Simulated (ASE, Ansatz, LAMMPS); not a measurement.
# Localised basis functions on (9,9) carbon nanotube bundle (108 atoms)

Aim: test how closely localised support functions follow the reference on (9,9) carbon nanotube bundle (108 atoms), and at what cost. A setting counts as converged where the r.m.s. difference of forces stays under 1 % of the r.m.s. force.

Program: Ansatz 0.2.0. Level of theory: Kohn-Sham DFT, PBE+D4, PAW (set soft_2), plane waves. Results are calculated unless marked as measured.

## Step 1: The structure

The cell holds 108 atoms: 108 C. Cell: a = 15.506 Å, b = 15.506 Å, c = 7.380 Å, α = 90.0°, β = 90.0°, γ = 120.0°. It derives from C (graphene). Graphene sheet (a = 2.46 Å) rolled into a (9,9) tube of diameter 12.21 Å, 3 periods, hexagonal bundle with 3.3 Å between walls; not relaxed, displaced by a Gaussian of 0.02 Å.

## Step 2: Plane-wave single point

This run is the reference for what follows, at a cutoff of 420 eV.

File input.yaml:

```yaml
crystal:
  lattice:
    - [15.50642, 0.0, 0.0]
    - [-7.75321, 13.42896, 0.0]
    - [0.0, 0.0, 7.38]
  atoms:
    - { symbol: C, position: [0.41636, 0.05099, 0.16889] }
    - { symbol: C, position: [0.43638, 0.10551, 0.99946] }
    - { symbol: C, position: [0.45164, 0.20309, 0.00272] }
    - { symbol: C, position: [0.45437, 0.24856, 0.16428] }
    - { symbol: C, position: [0.43613, 0.33116, 0.16892] }
    - { symbol: C, position: [0.41591, 0.36379, 0.00037] }
    - { symbol: C, position: [0.36246, 0.41582, 0.33423] }
    - { symbol: C, position: [0.3288, 0.43308, 0.1667] }
    - { symbol: C, position: [0.24836, 0.45248, 0.16788] }
    - { symbol: C, position: [0.20412, 0.45388, 0.00077] }
    - { symbol: C, position: [0.10426, 0.43559, 0.00052] }
    - { symbol: C, position: [0.05252, 0.41861, 0.17059] }
    - { symbol: C, position: [0.94821, 0.36564, 0.16734] }
    - { symbol: C, position: [0.89422, 0.32952, 0.33277] }
    - { symbol: C, position: [0.79617, 0.24984, 0.33494] }
    - { symbol: C, position: [0.74977, 0.20416, 0.17078] }
    - { symbol: C, position: [0.6712, 0.1073, 0.16556] }
    - { symbol: C, position: [0.63332, 0.05222, 0.99715] }
    - { symbol: C, position: [0.58239, 0.9469, 0.99826] }
    - { symbol: C, position: [0.56404, 0.89798, 0.16305] }
    - { symbol: C, position: [0.54694, 0.79841, 0.16201] }
    - { symbol: C, position: [0.54527, 0.74854, 0.99748] }
    - { symbol: C, position: [0.56504, 0.67009, 0.00455] }
    - { symbol: C, position: [0.5828, 0.63525, 0.16743] }
    - { symbol: C, position: [0.63709, 0.58354, 0.16804] }
    - { symbol: C, position: [0.66887, 0.56415, 0.99784] }
    - { symbol: C, position: [0.74851, 0.54563, 0.99754] }
    - { symbol: C, position: [0.79634, 0.5468, 0.17111] }
    - { symbol: C, position: [0.89338, 0.56176, 0.16635] }
    - { symbol: C, position: [0.94582, 0.58224, 0.9993] }
    - { symbol: C, position: [0.05135, 0.63671, 9.0e-05] }
    - { symbol: C, position: [0.10699, 0.66915, 0.16644] }
    - { symbol: C, position: [0.20415, 0.75091, 0.17052] }
    - { symbol: C, position: [0.24772, 0.79475, 0.3355] }
    - { symbol: C, position: [0.33224, 0.89705, 0.33216] }
    - { symbol: C, position: [0.36399, 0.94797, 0.16232] }
    - { symbol: C, position: [0.41614, 0.05248, 0.50421] }
    - { symbol: C, position: [0.43674, 0.10429, 0.33845] }
    - { symbol: C, position: [0.45283, 0.20287, 0.33629] }
    - { symbol: C, position: [0.45364, 0.24675, 0.49751] }
    - { symbol: C, position: [0.4346, 0.33006, 0.50364] }
    - { symbol: C, position: [0.41894, 0.36666, 0.33099] }
    - { symbol: C, position: [0.36433, 0.41607, 0.6646] }
    - { symbol: C, position: [0.33259, 0.43752, 0.49541] }
    - { symbol: C, position: [0.24781, 0.45151, 0.4988] }
    - { symbol: C, position: [0.20319, 0.45355, 0.33174] }
    - { symbol: C, position: [0.1061, 0.43665, 0.33334] }
    - { symbol: C, position: [0.05261, 0.41875, 0.49965] }
    - { symbol: C, position: [0.94362, 0.36332, 0.50558] }
    - { symbol: C, position: [0.89469, 0.3306, 0.66424] }
    - { symbol: C, position: [0.7965, 0.2495, 0.66407] }
    - { symbol: C, position: [0.75122, 0.20411, 0.4974] }
    - { symbol: C, position: [0.67087, 0.10551, 0.49799] }
    - { symbol: C, position: [0.6364, 0.05262, 0.32857] }
    - { symbol: C, position: [0.5816, 0.94634, 0.33194] }
    - { symbol: C, position: [0.56237, 0.89559, 0.50004] }
    - { symbol: C, position: [0.54657, 0.79514, 0.50214] }
    - { symbol: C, position: [0.54681, 0.74766, 0.32707] }
    - { symbol: C, position: [0.5631, 0.66808, 0.33533] }
    - { symbol: C, position: [0.58182, 0.6359, 0.49713] }
    - { symbol: C, position: [0.63636, 0.58297, 0.50592] }
    - { symbol: C, position: [0.66871, 0.56252, 0.33632] }
    - { symbol: C, position: [0.74988, 0.54825, 0.3317] }
    - { symbol: C, position: [0.79531, 0.54534, 0.49873] }
    - { symbol: C, position: [0.89418, 0.56457, 0.49659] }
    - { symbol: C, position: [0.94773, 0.58411, 0.33263] }
    - { symbol: C, position: [0.05315, 0.63588, 0.33579] }
    - { symbol: C, position: [0.1061, 0.66908, 0.49686] }
    - { symbol: C, position: [0.20253, 0.74797, 0.50125] }
    - { symbol: C, position: [0.24873, 0.79578, 0.66601] }
    - { symbol: C, position: [0.33197, 0.89678, 0.66469] }
    - { symbol: C, position: [0.36448, 0.94678, 0.50348] }
    - { symbol: C, position: [0.41515, 0.05242, 0.83817] }
    - { symbol: C, position: [0.43546, 0.10475, 0.66376] }
    - { symbol: C, position: [0.45316, 0.20246, 0.66933] }
    - { symbol: C, position: [0.45313, 0.24895, 0.83477] }
    - { symbol: C, position: [0.4343, 0.33083, 0.83496] }
    - { symbol: C, position: [0.41571, 0.3648, 0.66387] }
    [... 24 atom lines left out ...]
    - { symbol: C, position: [0.05345, 0.63768, 0.66467] }
    - { symbol: C, position: [0.10456, 0.66817, 0.83544] }
    - { symbol: C, position: [0.20258, 0.74889, 0.83398] }
    - { symbol: C, position: [0.24972, 0.79865, 0.99944] }
    - { symbol: C, position: [0.32934, 0.89411, 0.99325] }
    - { symbol: C, position: [0.35988, 0.94578, 0.83524] }
kpoints:
  mp_grid: { grid: [1, 1, 2] }
hamiltonian:
  xc: pbe
  dispersion: d4
scf:
  occupations: { method: gaussian, width: 0.025 }
output:
  forces: true
  stress: true
  populations: true
  dos:
    method: { smearing: { sigma: 0.15 } }
    de: 0.1
    projected: { site_lists: { C: [C] } }
  eigenvalues: true
  write_density: true
  write_potential: true
  volumetric_format: npy
```

On the command line:

```
$ ansatz run input.yaml --threads 8 --pin off --max-ram 15872MiB --backend cpu --events-out ev --progress --plain --runs-dir out
```

Numbers of over 12 decimals in the logs are rounded to 6 here.

Log:

```text
Engine: ansatz 0.2.0, aarch64-unknown-linux-gnu
Pseudopotentials: kind: paw
Pseudopotential: C, paw, valence charge 4, recommended cutoff 420 eV (normal), C.paw.azcp
[... 5 lines on functional and potentials left out ...]
Crystal: 108 atoms, lattice volume = 1536.775 Å³
Basis set: ecut = 420 eV, 30037 PW (Γ), exchange–correlation on 216×216×100 points (8 copies of the dense FFT grid, shifted against one another)
Bands: 324, of which v1, the nominal top of the filled ones, is band 216 counted from 1 (215 counted from 0)
Symmetry: 1 space group operations
Space group: P1 (ITA 1), of the structure as read, at distance tolerance 1.2e-4 Å
k-points: 2
[... 3 lines on functional and potentials left out ...]
Initial density: superposition of atomic densities (neutral atoms: chi_scale 0, normalization atom), corrected by the library's trained network
Initial wavefunctions: pseudopotential atomic-orbital guess
Functional: x = pbe(κ = 0.804, μ = 0.219515), c = pbe(β = 0.066725)
SCF iter   1: F=—  HF=-27106.860875 eV  |F-HF|=—  |Δ(HF+E_count)|=         —  Δρ=3.96e-3  dr2=5.34e-1  ethr=1.77e-3  ⟨swp⟩=7.5  Hψ=3258  notcnv=0  defer=170
preconditioner: auto → LDOS  [insulator: Δε(μ)=0.058 eV  Ē_g=15.196 eV  σ=0.025 eV  W_gap=0.90  n_scr=280 (ndim 8)  ℏωp=19.7 eV  f_vac=0.372  D(μ)=11.78/eV (n_scr^D=44)  ε∞_Penn≈2.7  β→1.0]
SCF iter   2: F=—  HF=-27106.906434 eV  |F-HF|=—  |Δ(HF+E_count)|=   4.56e-2  Δρ=3.13e-3  dr2=4.69e-1  ethr=1.24e-4  ⟨swp⟩=4.0  Hψ=1524  notcnv=0  defer=205
SCF iter   3: F=—  HF=-27106.782212 eV  |F-HF|=—  |Δ(HF+E_count)|=   1.24e-1  Δρ=5.16e-4  dr2=6.82e-3  ethr=1.09e-4  ⟨swp⟩=2.0  Hψ=775  notcnv=0  defer=205
SCF iter   4: F=—  HF=-27106.783578 eV  |F-HF|=—  |Δ(HF+E_count)|=   1.37e-3  Δρ=2.03e-4  dr2=9.76e-4  ethr=1.58e-6  ⟨swp⟩=2.0  Hψ=854  notcnv=0  defer=205
SCF iter   5: F=—  HF=-27106.783596 eV  |F-HF|=—  |Δ(HF+E_count)|=   1.75e-5  Δρ=9.79e-5  dr2=2.45e-4  ethr=2.26e-7  ⟨swp⟩=2.0  Hψ=772  notcnv=0  defer=205
SCF iter   6: F=—  HF=-27106.783582 eV  |F-HF|=—  |Δ(HF+E_count)|=   1.33e-5  Δρ=3.85e-5  dr2=4.55e-5  ethr=5.67e-8  ⟨swp⟩=2.0  Hψ=745  notcnv=0  defer=205
SCF iter   7: F=—  HF=-27106.782289 eV  |F-HF|=—  |Δ(HF+E_count)|=   1.29e-3  Δρ=1.81e-5  dr2=9.18e-6  ethr=1.05e-8  ⟨swp⟩=2.5  Hψ=931  notcnv=0  defer=205
SCF iter   8: F=—  HF=-27106.782289 eV  |F-HF|=—  |Δ(HF+E_count)|=   2.22e-7  Δρ=8.00e-6  dr2=2.22e-6  ethr=2.13e-9  ⟨swp⟩=2.0  Hψ=804  notcnv=0  defer=205
SCF iter   9: F=—  HF=-27106.782290 eV  |F-HF|=—  |Δ(HF+E_count)|=   1.86e-7  Δρ=3.01e-6  dr2=4.58e-7  ethr=5.14e-10  ⟨swp⟩=2.0  Hψ=622  notcnv=0  defer=205
SCF iter  10: F=—  HF=-27106.782290 eV  |F-HF|=—  |Δ(HF+E_count)|=   2.64e-7  Δρ=1.63e-6  dr2=1.13e-7  ethr=2.31e-11  ⟨swp⟩=32.0  Hψ=7701  notcnv=0
SCF iter  11: F=-27106.782290 eV  HF=-27106.782290 eV  |F-HF|=9.23e-9  |Δ(HF+E_count)|=   2.34e-8  Δρ=7.77e-7  dr2=2.20e-8  ethr=2.31e-11  ⟨swp⟩=11.0  Hψ=4200  notcnv=0
SCF 1 converged in 11 iterations: F = -27106.782290 eV  dr2 = 2.20e-8
  greatest PAW one-centre occupation: 0.689 electrons in one spin orbital (limit 2), on the C atom at site 49 (counted from 0), in its partial waves of l = 0
WARN: The output density's exchange-correlation potential varies sharply where the density is thin. Do not read a vacuum level from v_tot or v_xc, or from such a field of the output density. On a cell that repeats whose density bears no net charge and no dipole along the vacuum's axis use v_es (v_loc + v_h of the components); [...]
SCF converged after 11 iterations
Free energy (F): -27106.782290 eV
Harris-Foulkes:  -27106.782290 eV  (|F-HF|=9.23e-9)
Internal energy: -27106.777597 eV  (E = F + TS)
E sigma→0 (E₀):  -27106.779943 eV
Entropy (-TS):   -0.004693 eV (-0.043 meV/atom)
Fermi energy:    2.693472 eV
--- Per-component energies (eV) ---
  E_band       = -2766.556469
  E_kinetic    = 9851.391285
  E_local      = -55110.518915  (includes V_loc(G=0)·N_el)
  E_nonlocal   = 2958.519430
  E_hartree    = 23349.462714
  E_xc         = -5190.329012
  E_vxc        = -6426.084452  (∫ρ·V_xc dr)
  E_paw        = -10732.465038  (= ΣΔE_a)
  E_vpaw       = -738.790956  (= ΣTr[D̂ρ^β])
  E_aug_tail   = 0.000870  (compensation charges beyond the density's cutoff)
  E_ewald      = 7781.536736
  E_disp       = -14.375666  (pairwise vdW)
  E_smearing   = -0.004693  (= −TS)
  E_closure    = -0.000000  (closes the sum)
  Σ components = -27106.782290   (vs F -27106.782290, Δ=0.00e0)
--- Forces (eV/Å), atoms counted from 1 ---
  atom   1  C      0.09961907     1.85761984    -0.28259790
  atom   2  C     -0.17052739    -0.83422737     1.34575935
  atom   3  C      0.71448032     0.02542838    -1.32231871
  atom   4  C     -0.99706221     1.13152572     2.16838622
  atom   5  C      0.39336713    -0.52405091    -1.13835333
  atom   6  C      0.27553863    -0.01899293     0.21336021
  atom   7  C      1.01880246     0.23298829    -1.29498338
  atom   8  C     -0.64697973     0.24472905    -0.05640641
  atom   9  C      0.52025920     0.15330881    -0.36812719
  atom  10  C     -0.71727423     0.24289399     0.59362673
  atom  11  C     -0.11239716    -0.09613784     0.25302606
  atom  12  C      0.67705812     0.22182623    -1.80501317
  atom  13  C     -0.97021801    -0.66039580     0.03242193
  atom  14  C      0.41239669     0.81939570     0.65941542
[...]
atom 107  C     -0.11228176     0.67569674     2.97157984
  atom 108  C      0.96824712     1.93139604    -2.24402699
  max |Σ_I F_I| component: 1.50e-5 eV/Å
--- Stress (GPa, compression-positive) ---
        1.799139       0.283044      -0.210904
        0.283045       1.704184       0.006856
       -0.210905       0.006856       1.075288
  P = ⅓ Tr σ = 1.5262 GPa (15.262 kbar)
--- Band table (eV) ---
  k-point 0: bands = ["-16.9294", "-16.8053", "-16.7898", "-16.6315", [... 308 levels ...], "10.8259", "10.8662", "10.9001", "10.9444", "10.9653", "11.0046", "11.0769", "11.0846", "11.1200", "11.1530", "11.1882", "11.2232"]
  k-point 1: bands = ["-16.4597", "-16.4249", "-16.3457", "-16.3223", [... 308 levels ...], "11.3438", "11.4876", "11.6050", "11.6238", "11.6415", "11.6599", "11.6872", "11.6974", "11.8686", "11.9040", "11.9491", "11.9701"]
--- Löwdin populations: 108 sites ---
  site symbol       q [e]
     0      C      3.9585
     1      C      3.9623
     2      C      3.9546
[...]
107      C      3.9572
  spilling = 0.010109 (of n_electrons = 432.000000)
```

It took 59 s on 8 threads of Arm Neoverse N1, shared host; peak memory 4.8 GiB.

The program notes that the exchange-correlation potential is rough where the density is thin.

Numbers from this run:

```
free energy                             : -27106.7823 eV
free energy per atom                    : -250.9887 eV/atom
SCF cycles                              : 11
pressure                                : 1.526 GPa
r.m.s. force component                  : 1.082 eV/Å
longest force                           : 4.739 eV/Å
Fermi energy                            : 2.693 eV
levels partly filled by over 2 per cent : 2
spilling of the projection              : 0.01011
```

Length of the force by element:

| element | coordination | atoms | mean length of the force (eV/Å) | spread | least | most |
| --- | --- | --- | --- | --- | --- | --- |
| C | all | 108 | 1.67 | 0.847 | 0.293 | 4.74 |

The mean of these charges, 0.040 e, is only the charge that the projection spills.

Löwdin charges by element (they lack the spilled electrons, 0.040 e an atom on average):

| element | coordination | atoms | mean charge (e) | spread | least | most |
| --- | --- | --- | --- | --- | --- | --- |
| C | all | 108 | 0.0404 | 0.0025 | 0.0341 | 0.0454 |

States in the cell by windows of 1 eV, zero at the Fermi level; the larger projections on atomic orbitals stand beside the total:

| from (eV) | to (eV) | total | C p | C s |
| --- | --- | --- | --- | --- |
| -10 | -9 | 14.7 | 11.6 | 3.0 |
| -9 | -8 | 26.9 | 22.8 | 3.9 |
| -8 | -7 | 33.0 | 29.8 | 2.7 |
| -7 | -6 | 45.5 | 43.2 | 1.7 |
| -6 | -5 | 40.0 | 38.4 | 1.3 |
| -5 | -4 | 34.0 | 33.1 | 0.7 |
| -4 | -3 | 24.4 | 24.1 | 0.2 |
| -3 | -2 | 29.7 | 29.6 | 0.1 |
| -2 | -1 | 10.1 | 10.1 | 0.0 |
| -1 | 0 | 5.8 | 5.8 | 0.0 |
| 0 | 1 | 2.5 | 2.5 | 0.0 |
| 1 | 2 | 18.2 | 17.5 | 0.1 |
| 2 | 3 | 18.2 | 17.2 | 0.1 |
| 3 | 4 | 18.5 | 14.2 | 0.2 |
| 4 | 5 | 22.3 | 10.2 | 0.3 |

Between -20 and -10 eV lie 168 more states.

The levels nearest the highest filled one (over half full), pooled over k-points and spins:

| level less the highest filled one (eV) | occupation |
| --- | --- |
| -0.707 | 2 |
| -0.675 | 2 |
| -0.623 | 2 |
| -0.563 | 2 |
| -0.0713 | 2 |
| 0 | 1.86 |
| 0.0528 | 0.134 |
| 0.0794 | 0.003 |
| 1.08 | 0 |
| 1.14 | 0 |
| 1.21 | 0 |
| 1.24 | 0 |

Valence density in the ca plane at fractional y = 0.438, with atoms of C within 0.2 Å of it. It is the smooth field of the valence electrons, not physical close to the nuclei.

Ten even steps from '_' (0.0 e/Å³) to '@' (2.0 e/Å³), each cell a mean:
```
______....__________....__________....____
__________________________________________
__________________________________________
__________________________________________
__________________________________________
__________________________________________
__________________________________________
__________________________________________
__________________________________________
__________________________________________
__________________________________________
__________________________________________
..__________....__________....____________
::..______..::--::______..::--::______..::
**++--::::==**##**==----==**##++--::--==**
**##@@%%@@%%####%%@@@@@@%%##**##@@%%@@%%##
..::**@@%%==::..--**@@%%==....::**@@%%==::
..::**@@%%==::..::**@@%%==::..::++%%%%==::
####%%%%%%%%######%%%%%%%%############%%##
@@**--::::++%%@@**--::::==%%@@**--::::==%%
@@++::....==%%@@**::....--%%@@**::....--##
@@%%**++**%%@@@@@@##++**%%@@@@@@##++**##@@
--==**##%%**==--++######**====++**####++==
__..::==--::____..::----..____..::----..__
```
Columns run along c (7.4 Å), rows up along a (15.5 Å). Atoms in or near the plane, at fractional coordinates: C at (0.17, 0.33), C at (0.17, 0.25), C at (0.00, 0.10), C at (0.50, 0.33), C at (0.50, 0.25), C at (0.33, 0.11), C at (0.83, 0.33), C at (0.67, 0.20), C at (0.66, 0.10).

Electrostatic potential energy in the ca plane at fractional y = 0.438, with atoms of C within 0.2 Å of it. With pseudopotentials it is smooth inside the atoms' cores, unlike the true potential.

Values in eV, 13 rows by 16 columns, each cell a mean:
```
  6   5   4   4   5   6   6   5   4   5   6   6   5   4   5   6
  7   7   7   7   7   7   7   7   7   7   7   7   7   7   7   7
  7   7   7   7   7   7   7   7   7   7   7   7   7   7   7   7
  7   7   7   7   7   7   7   7   7   7   7   7   7   7   7   7
  7   7   7   7   7   7   7   7   7   7   7   7   7   7   7   7
  7   7   7   7   7   7   7   7   7   7   7   7   7   7   7   7
  5   6   6   6   5   5   5   6   6   6   5   5   6   6   6   5
-16  -2   3   2  -5 -17  -7   2   2  -2 -17 -13   1   3   1 -10
-24 -19 -45 -39 -17 -25 -19 -40 -46 -18 -22 -19 -27 -49 -29 -19
 -4 -10 -39 -34  -7  -3  -5 -32 -40 -12  -3  -3 -15 -41 -24  -4
-43 -15 -10  -9 -23 -46 -24  -9 -10 -12 -42 -37  -8  -9  -8 -32
-48 -19 -14 -14 -27 -51 -30 -13 -15 -17 -48 -40 -12 -16 -12 -37
  0  -5 -25 -24  -3   0  -1 -20 -28  -7   0   0 -11 -27 -12   0
```
Columns run along c (7.4 Å; values clipped at the 3rd and 97th percentile), rows up along a (15.5 Å). Atoms in or near the plane, at fractional coordinates: C at (0.17, 0.33), C at (0.17, 0.25), C at (0.00, 0.10), C at (0.50, 0.33), C at (0.50, 0.25), C at (0.33, 0.11), C at (0.83, 0.33), C at (0.67, 0.20), C at (0.66, 0.10).

Löwdin charges run from +0.03 to +0.05 e, about a mean that is the spilled charge alone. Within 0.4 eV of the Fermi level the largest share is C p (100 % of the projected weight).

## Step 3: Local order

Bonds and neighbours are counted at the geometry of the runs.

Density 1.40 g/cm³, 14.23 Å³ an atom.

Pair distribution function in bins of 0.1 Å:

| r (Å) | total |
| --- | --- |
| 1.25 | 0.00 |
| 1.35 | 4.00 |
| 1.45 | 12.90 |
| 1.55 | 0.00 |
| 1.65 | 0.00 |
| 1.75 | 0.00 |
| 1.85 | 0.00 |
| 1.95 | 0.00 |
| 2.05 | 0.00 |
| 2.15 | 0.00 |
| 2.25 | 0.00 |
| 2.35 | 0.30 |
| 2.45 | 10.40 |
| 2.55 | 0.56 |
| 2.65 | 0.00 |
| 2.75 | 0.68 |
| 2.85 | 3.49 |
| 2.95 | 0.07 |
| 3.05 | 0.00 |
| 3.15 | 0.00 |
| 3.25 | 0.00 |
| 3.35 | 0.00 |
| 3.45 | 0.00 |
| 3.55 | 0.69 |
| 3.65 | 1.21 |
| 3.75 | 4.10 |
| 3.85 | 0.95 |
| 3.95 | 0.11 |
| 4.05 | 0.23 |
| 4.15 | 1.42 |
| 4.25 | 2.51 |
| 4.35 | 0.89 |
| 4.45 | 0.80 |
| 4.55 | 0.34 |
| 4.65 | 0.02 |
| 4.75 | 1.20 |
| 4.85 | 2.46 |
| 4.95 | 1.74 |
| 5.05 | 1.57 |
| 5.15 | 1.71 |
| 5.25 | 0.94 |
| 5.35 | 0.08 |
| 5.45 | 1.06 |
| 5.55 | 0.52 |

Bonds by pair of elements; cutoffs follow the first minimum of g(r), held within bounds set by covalent radii, and pairs that aren't listed don't count as bonded:

| pair A-B | cutoff (Å) | bonds | mean length (Å) | spread (Å) | shortest (Å) | B about A | A about B |
| --- | --- | --- | --- | --- | --- | --- | --- |
| C-C | 1.85 | 162 | 1.42 | 0.026 | 1.35 | 3 | 3 |

How many atoms have how many bonded neighbours:

| element | mean | 3 |
| --- | --- | --- |
| C | 3 | 108 |

Bond angles (no mean is given where the spread exceeds 20°):

| angle | count | mean (°) | spread (°) |
| --- | --- | --- | --- |
| C-C-C | 324 | 120 | 1.7 |

Rings of the network by King's shortest-path rule, up to 12 atoms, one path for each pair of neighbours; H, halogens, alkali and alkaline-earth atoms are left out, and the last column divides by all other atoms, bonded or not:

| ring size (atoms) | rings | per network atom |
| --- | --- | --- |
| 6 | 54 | 0.5 |

The first peak of g(r) lies near 1.42 Å. With the cutoffs above, all C atoms have 3 bonded neighbours. The C-C-C angle averages 120° with a spread of 1.7°. All rings counted have 6 atoms.

(Part 1 of 2 ends here.)

[Logs are printed without paths, hosts, clocks, repeated set-up lines and the standing remarks that a program may print on its own settings, such as how far it seeks lower states.]

[Hosts, paths, dates, database ids (printed as entryN), source tags and the programs' standing remarks are cut or masked in the printed files.]
